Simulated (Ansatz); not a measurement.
LiPS3 (C2/m), computed twice by G0W0.

```xyz
10
Lattice="5.5578 -3.5035 0.0000 5.5578 3.5035 0.0000 -3.7958 0.0000 5.3074" Properties=species:S:1:pos:R:3 pbc="T T T"
Li    5.5578   -1.8156    0.0000
Li    5.5578    1.8156    0.0000
P    -0.4875    0.0000    3.0678
P     7.8073    0.0000    2.2397
S     3.6599    1.9337    2.6537
S     3.6599   -1.9337    2.6537
S     0.9812    0.0000    1.6915
S     6.3386    0.0000    3.6159
S     0.0167    0.0000    4.9933
S     7.3031    0.0000    0.3141
```

Geometry: measured cell, ions relaxed with PBE. The runs that relaxed it are not among those shown.

The first (Ansatz 0.2.0; start PBE with 15 % screened exact exchange, 2×2×2 mesh, 862 empty bands, screening to 150 eV, PAW set soft_1 files; 1 × NVIDIA H100 80GB HBM3 (shared by 6 runs) with 2 threads of AMD EPYC 7R13 (Zen 3), shared host) gave, on its mesh: starting gap 2.35 eV, G0W0 gap 3.49 eV, RPA ε∞ (mean) 4.51, 75 s.

The second gave: starting gap 3.24 eV, G0W0 gap 3.90 eV, RPA ε∞ (mean) 3.85, 83 s.

What was changed in the input? Choose among start, files, mesh, bands and cutoff, frequency model or another key.

Changed: start from PBE with 15 % screened exact exchange to PBE with 35 % screened exact exchange. A jump of this size in the start, with ε∞ moving the other way, marks another functional. Other changes could give like numbers; this is the one that was made.

Limits: not at the basis limit; coarse k mesh.

[Paths, hosts, dates, memory and timing lines, banners, echoed tables and standing remarks are left out of the program output.]

[Logs are printed without paths, hosts, clocks, repeated set-up lines and the standing remarks that a program may print on its own settings, such as how far it seeks lower states.]

[Runs of the session that timed out or met a known fault of the program may be left out.]

[Cells called generated may have been cut or substituted from an entry of the Crystallography Open Database or the Materials Project.]

[Hosts, paths, dates, database ids (printed as entryN), source tags and the programs' standing remarks are cut or masked in the printed files.]
